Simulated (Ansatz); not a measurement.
# What SnO (model cell, started as zinc blende) distorts into, part 3 of 3

Aim: this structure of SnO (model cell, started as zinc blende) is to be tested for unstable modes, and one is followed downhill.

Ansatz 0.2.0; DFT LDA, scalar-relativistic, plane waves, PAW.

So far. Step 4 (The mode frozen in, largest atomic shift 0.14 Å): The run ends at a pressure of -0.53 GPa, with forces up to 0.039 eV/Å. Step 5 (Energy along the mode, all amplitudes (two of the runs …): The lowest step is at 0.14 Å, 3.55 meV/atom below the parent, and the energy rises beyond it.

The structure was built from a prototype and need not be the compound's stable phase.

## Step 6: Relaxing from the distorted cell (continued)

ELF in the ac plane at fractional y = 0.000, with atoms of Sn and O within 0.2 Å of it. It is the smooth field of the valence electrons, not physical close to the nuclei.

Values, 24 rows by 14 columns, each cell a mean:
```
0.01 0.02 0.11 0.26 0.29 0.24 0.21 0.20 0.22 0.25 0.30 0.24 0.09 0.02
0.08 0.13 0.23 0.31 0.30 0.25 0.21 0.18 0.22 0.26 0.31 0.30 0.21 0.11
0.25 0.27 0.29 0.28 0.26 0.23 0.17 0.14 0.18 0.24 0.27 0.29 0.29 0.26
0.22 0.22 0.21 0.20 0.19 0.15 0.11 0.09 0.11 0.16 0.19 0.21 0.22 0.22
0.14 0.14 0.14 0.12 0.10 0.08 0.06 0.06 0.06 0.08 0.11 0.12 0.14 0.14
0.07 0.07 0.06 0.05 0.05 0.05 0.05 0.05 0.05 0.05 0.05 0.05 0.06 0.07
0.03 0.03 0.04 0.04 0.05 0.06 0.08 0.08 0.07 0.06 0.05 0.04 0.04 0.03
0.03 0.03 0.04 0.06 0.10 0.15 0.19 0.20 0.18 0.14 0.10 0.06 0.04 0.03
0.04 0.05 0.08 0.13 0.20 0.28 0.32 0.34 0.32 0.26 0.19 0.12 0.07 0.05
0.06 0.08 0.13 0.21 0.31 0.39 0.43 0.44 0.43 0.37 0.29 0.20 0.12 0.08
0.08 0.11 0.17 0.27 0.36 0.44 0.47 0.48 0.47 0.42 0.35 0.25 0.16 0.10
0.09 0.12 0.19 0.27 0.36 0.43 0.46 0.47 0.46 0.41 0.34 0.26 0.17 0.11
0.09 0.11 0.16 0.22 0.29 0.33 0.36 0.37 0.36 0.32 0.27 0.21 0.15 0.10
0.07 0.08 0.11 0.15 0.18 0.21 0.22 0.23 0.22 0.20 0.17 0.14 0.11 0.08
0.05 0.05 0.06 0.08 0.10 0.12 0.13 0.14 0.13 0.11 0.10 0.08 0.06 0.05
0.03 0.04 0.05 0.09 0.15 0.24 0.32 0.34 0.31 0.22 0.14 0.08 0.05 0.03
0.03 0.04 0.09 0.21 0.40 0.60 0.70 0.72 0.69 0.56 0.36 0.18 0.08 0.04
0.06 0.08 0.19 0.42 0.67 0.80 0.81 0.81 0.81 0.78 0.63 0.38 0.16 0.08
0.11 0.14 0.26 0.52 0.75 0.77 0.65 0.57 0.67 0.78 0.71 0.47 0.23 0.13
0.20 0.19 0.26 0.50 0.75 0.74 0.51 0.36 0.55 0.77 0.72 0.45 0.24 0.19
0.26 0.24 0.23 0.36 0.66 0.77 0.68 0.62 0.70 0.77 0.60 0.33 0.23 0.24
0.14 0.16 0.20 0.23 0.41 0.67 0.74 0.74 0.74 0.62 0.37 0.23 0.19 0.16
0.01 0.03 0.11 0.20 0.24 0.37 0.50 0.53 0.49 0.34 0.23 0.19 0.09 0.03
0.00 0.01 0.07 0.20 0.25 0.24 0.28 0.30 0.28 0.24 0.25 0.18 0.05 0.00
```
Columns run along a (3.3 Å), rows up along c (6.7 Å). Atoms in or near the plane, at fractional coordinates: Sn at (0.00, 0.00), O at (0.50, 0.18).

The distorted start has space group P-4m2; the relaxation ends in P-4m2.

## Step 7: The new phase in its own primitive cell

The relaxed structure is symmetrised, reduced to its primitive cell and relaxed tightly, as its phonons need.

Contents of input.yaml:

```yaml
crystal:
  lattice:
    - [3.259798197, 0.0, 0.0]
    - [0.0, 3.259798197, 0.0]
    - [0.0, 0.0, 6.6988478071]
  atoms:
    - { symbol: Sn, position: [0.5, 0.5, 0.5] }
    - { symbol: Sn, position: [0.0, 0.0, 0.0] }
    - { symbol: O, position: [0.0, 0.5, 0.8178075283] }
    - { symbol: O, position: [0.5, 0.0, 0.1821924717] }
kpoints:
  mp_grid: { grid: [12, 12, 6] }
hamiltonian:
  xc: lda
scf:
  occupations: { method: methfessel_paxton, width: 0.15 }
output:
  forces: true
  stress: true
  eigenvalues: true
relax:
  adjacent_minimum: "off"
  f_tol: 0.001
  max_steps: 60
  cell: { stress_tol: 0.01 }
```

Command:

```sh
$ ansatz run input.yaml --threads 4 --pin off --max-ram 7168MiB --backend cpu --events-out ev --progress --plain --runs-dir out
```

Standard output:

```text
[...]
Crystal: 4 atoms, lattice volume = 71.184 Å³
Basis set: ecut = 420 eV, 1423 PW (Γ)
Bands: 24, of which v1, the nominal top of the filled ones, is band 20 counted from 1 (19 counted from 0)
Symmetry: 8 space group operations
[...]
k-points: 112 of 864 (time reversal used)
[...]
--- Relaxed structure (6 steps of the walk, 6 accepted, 2 SCFs on fresh bases) ---
[...]
cell:  # Å, volume = 71.4500 Å³
    - [3.254435, 0, -1.084410e-18]
    - [0, 3.254435, 0]
    - [-2.228451e-18, 0, 6.746073]
  atoms:
    - { symbol: Sn, position: [0.5, 0.5, 0.500000] }
    - { symbol: Sn, position: [0, 0, 0] }
    - { symbol: O, position: [-1.582261e-19, 0.5, 0.820582] }
    - { symbol: O, position: [0.5, 0, 0.179418] }
[key lines of the parts left out:]
SCF converged after 6 iterations
Free energy (F): -12867.957153 eV
Fermi energy:    9.741124 eV
P = ⅓ Tr σ = 0.0020 GPa (0.020 kbar)
```

Run time: 34 s. Hardware: 4 threads of Arm Neoverse V2, shared host; peak memory 0.45 GiB; 2.2 min of CPU time.

Step by step:

| step | energy less that of the first step (eV) | largest force component (eV/Å) | pressure (GPa) | volume (Å³) |
| --- | --- | --- | --- | --- |
| 1 | 0.0000 | 0.0669 | -0.08 | 71.18 |
| 2 | -0.0002 | 0.0559 | -0.30 | 71.44 |
| 3 | -0.0012 | 0.0171 | 0.02 | 71.30 |
| 4 | -0.0009 | 0.0040 | 0.01 | 71.40 |
| 5 | -0.0008 | 0.0004 | 0.00 | 71.43 |
| 6* | -0.0016 | 0.0000 | 0.02 | 71.43 |
| 7 | -0.0016 | 0.0001 | 0.00 | 71.45 |
| 8* | -0.0017 | 0.0001 | 0.00 | 71.45 |

Relaxation steps marked * repeat the geometry before them on a plane-wave basis chosen anew for their cell, so energy and pressure can jump there.

The run keeps the 8 symmetry operations that the program found, so distortions that break them were not tested.

| conventional cell, symmetrised | before | after | change |
| --- | --- | --- | --- |
| a (Å) | 3.260 | 3.254 | -0.2 % |
| b (Å) | 3.260 | 3.254 | -0.2 % |
| c (Å) | 6.699 | 6.746 | +0.7 % |
| volume (Å³/atom) | 17.80 | 17.86 | +0.4 % |

The atoms that moved most (Å, as changes of fractional coordinates times the final cell):

| atom | dx | dy | dz | length |
| --- | --- | --- | --- | --- |
| O4 | 0.000 | 0.000 | -0.019 | 0.019 |
| O3 | 0.000 | 0.000 | 0.019 | 0.019 |

The relaxed structure:

```xyz
4
Lattice="3.2544 0.0000 0.0000 0.0000 3.2544 0.0000 0.0000 0.0000 6.7461" Properties=species:S:1:pos:R:3 pbc="T T T"
Sn    1.6272    1.6272    3.3730
Sn    0.0000    0.0000    0.0000
O     0.0000    1.6272    5.5357
O     1.6272    0.0000    1.2104
```

This step gave:

| Quantity | Value |
| --- | --- |
| pressure | 0.001963 GPa |
| volume per atom | 17.86 Å³ |

The largest force component left is 0.11 meV/Å and the pressure is 0.002 GPa, within the tolerances set. The cell now holds 17.86 Å³/atom.

## Step 8: Modes of the new phase, k-mesh 12×12×6

A relaxed structure may still be a saddle point, so its zone-centre modes are computed. No field response is asked, since the mesh shows no gap.

input.yaml, the sections that differ from step 7:

```yaml
crystal:
  lattice:
    - [3.2544350452, 0.0, 0.0]
    - [0.0, 3.2544350452, 0.0]
    - [0.0, 0.0, 6.746072557]
  atoms:
    - { symbol: Sn, position: [0.5, 0.5, 0.5] }
    - { symbol: Sn, position: [0.0, 0.0, 0.0] }
    - { symbol: O, position: [0.0, 0.5, 0.8205816049] }
    - { symbol: O, position: [0.5, 0.0, 0.1794183951] }
output:
  eigenvalues: true
phonons:
  method: dfpt
# kpoints, hamiltonian, scf: as in step 7
# relax: removed
```

Standard output:

```text
zone centre: on kpoints.mp_grid the ground state, and the responses unless they are solved on pairs of k-points, stand on 196 of the mesh's 864 k-points, reduced under 4 symmetry operations, with k and −k counted as one. Each operation leaves every solved displacement unchanged or reverses it
[...]
Crystal: 4 atoms, lattice volume = 71.450 Å³
Basis set: ecut = 420 eV, 1423 PW (Γ), exchange–correlation on 48×48×96 points (8 copies of the dense FFT grid, shifted against one another)
Bands: 24, of which v1, the nominal top of the filled ones, is band 20 counted from 1 (19 counted from 0)
Symmetry: 8 space group operations
k-points: 196 of 864 (irreducible under 4 space group operations, time reversal used)
[...]
SCF iter   1: F=—  HF=-12868.012777 eV  |F-HF|=—  |Δ(HF+E_count)|=         —  Δρ=1.87e-2  dr2=2.67e-1  ethr=1.77e-3  ⟨swp⟩=5.7  Hψ=21031  notcnv=0
[...]
SCF iter  12: F=-12867.957154 eV  HF=-12867.957154 eV  |F-HF|=3.64e-12  |Δ(HF+E_count)|=  3.64e-12  S|Δr|=    0.00e0  Δρ=4.44e-8  dr2=1.92e-12  ethr=1.00e-12  ⟨swp⟩=6.0  Hψ=21432  notcnv=0
[...]
SCF 1 converged in 12 iterations: F = -12867.957154 eV  dr2 = 1.92e-12
[...]
DFPT response loops at Γ: preconditioner auto → Kerker (q_TF=auto, 2.477 Å⁻¹) (partly filled bands, converged f_vac=0.000); β = 1.00, the filter's whole step (`scf.mixing.beta` (0.50) is not read by the response loops under this deck's `scf.mixing.preconditioner`; to damp them name `kerker` or `kerker_dos`, under which they read `scf.mixing.beta`, and type it under 1.00, their step now; both keys bind the ground state too); Broyden in place of MSR1
SCF converged after 12 iterations
[...]
Free energy (F): -12867.957154 eV
[...]
Internal energy: -12867.957019 eV  (E = F + TS)
E sigma→0 (E₀):  -12867.957120 eV
Entropy (-TS):   -0.000135 eV (-0.034 meV/atom)
Fermi energy:    9.741124 eV
[...]
--- Band table (eV; the first three rows and the last of 196) ---
  k-point 0: bands = [... 16 lower, 4.5030, 5.9661, 5.9661, 8.9665, 9.7564, 13.2130, 15.0157, 15.0157]
  k-point 1: bands = [... 16 lower, 4.8870, 5.9559, 5.9559, 8.4217, 10.1989, 13.0404, 15.0413, 15.0413]
  k-point 2: bands = [... 16 lower, 5.6525, 5.9355, 5.9355, 7.5649, 10.7530, 12.6702, 15.0941, 15.0941]
  k-point 195: bands = [... 16 lower, 3.9462, 4.2202, 7.3421, 9.3326, 9.3326, 11.6571, 11.6571, 12.2708]
--- Phonons (Γ-DFPT): 7 representative perturbations + reference, on 196 of 864 k-points (Σ response iterations 21) ---
  k mesh reduced under 4 symmetry operations, with k and −k counted as one. Each operation leaves every solved displacement unchanged or reverses it
  ASR residual: 6.111e-5 → 0.000e0 eV/Å²; symmetrization residual: 2.274e-6 eV/Å²
  ASR residual per site (eV/Å²): 1.64e-5 6.11e-5 2.35e-5 2.35e-5
  Γ frequencies (cm⁻¹): -31.62 -31.62 0.00 0.00 0.00 64.60 64.60 78.09 317.23 405.72 500.04 500.04
  non-analytic LO–TO correction: not included (Born effective charges unavailable; polar crystals: no LO–TO splitting at Γ)
```

The job ended after 66 s (4 threads; peak memory 1.4 GiB).

This step gave:

```yaml
sum_rule_residual_before_enforcement: 6.11e-5 eV/Å²
point_group: -42m
highest_optical_mode_at_the_zone_centre_no_lo_to_term: 500.0 cm⁻¹
lowest_optical_zone_centre_mode: -31.62 cm⁻¹
```

Patterns of degenerate modes are one choice out of their space. The modes at Γ (shares of kinetic energy by element, %) (negative means imaginary):

| mode | frequency (cm⁻¹) | symmetry | Sn % | O % |
| --- | --- | --- | --- | --- |
| 1 | -31.6 | E | 43 | 57 |
| 2 | -31.6 | E | 43 | 57 |
| 3 | 0.0 | acoustic | 88 | 12 |
| 4 | 0.0 | acoustic | 88 | 12 |
| 5 | 0.0 | acoustic | 88 | 12 |
| 6 | 64.6 | E | 57 | 43 |
| 7 | 64.6 | E | 57 | 43 |
| 8 | 78.1 | B2 | 84 | 16 |
| 9 | 317.2 | A1 | 0 | 100 |
| 10 | 405.7 | B2 | 28 | 72 |
| 11 | 500.0 | E | 12 | 88 |
| 12 | 500.0 | E | 12 | 88 |

Displacements in mode 1 (-31.6 cm⁻¹), the largest set to 1:
```
Sn1  0.00 -0.29  0.00
Sn2  0.00  0.14  0.00
O3   0.00  0.09  0.00
O4   0.00  1.00  0.00
```

Displacements in mode 10 (405.7 cm⁻¹), the largest set to 1:
```
Sn1  0.00  0.00  0.05
Sn2  0.00  0.00 -0.32
O3   0.00  0.00  1.00
O4   0.00  0.00  1.00
```

Before it was imposed, the acoustic sum rule was missed by 6.1e-5 eV/Å². Small misses are needed for a sound result but don't prove that mesh and cutoff are converged. The lowest optical mode is imaginary, 31.6i cm⁻¹, so the energy falls along it.

## Step 9: Results

| Property | Result |
| --- | --- |
| unstable mode of the parent | q = (0, -0.5, -0.5), 259i cm⁻¹ |
| depth at the lowest point sampled | 3.55 meV/atom |
| largest atomic shift at that point | 0.14 Å |
| space group reached | P-4m2 |
| energy gained over the parent (first relaxation, on the mesh of the frozen mode) | 65.6 meV/atom |
| volume per atom, phase reached | 17.9 Å³ |
| lowest optical zone-centre mode, phase reached | -31.6 cm⁻¹ |
| highest optical mode at the zone centre (no LO-TO term), phase reached | 500 cm⁻¹ |

What this shows: Along this mode the structure falls into P-4m2, 65.6 meV/atom below the parent. At the parent's cell the well is 3.55 meV/atom deep on the steps tried, with its lowest point at a shift of 0.14 Å. Relaxing atoms and cell changes the gain by +62.03 meV/atom against the lowest step (energies at zero smearing). Most of the total comes from this relaxation. The new phase still has an imaginary mode at the zone centre of its cell, so it is a saddle point on the way to a lower structure. Of the 2 patterns followed from this parent, this one ends 93.6 meV/atom above the lowest, I-42m. Each path keeps the symmetry of its pattern, so a lower phase may lie along a pattern not tried. With no gap, or one that is small against the smearing, the frequencies hang on the k mesh and the smearing, most of all near Kohn anomalies. A semilocal functional can close a gap that the real compound would have, so the metallic treatment may be an artefact of the level. Spin-orbit coupling is left out, which can matter for the heavy elements here. A phonon run warned that its eigensolver left some bands unconverged in a pass. The starting cell was built on a prototype and not taken from a measurement, so the phase need not exist.

[Long decimals in the printed logs are rounded to 6 places.]

[Logs are printed without paths, hosts, clocks, repeated set-up lines and the standing remarks that a program may print on its own settings, such as how far it seeks lower states.]

[Hosts, paths, dates, database ids (printed as entryN), source tags and the programs' standing remarks are cut or masked in the printed files.]

[Where the starting crystal was built by hand or by swapping elements, it need not be the compound's stable phase.]
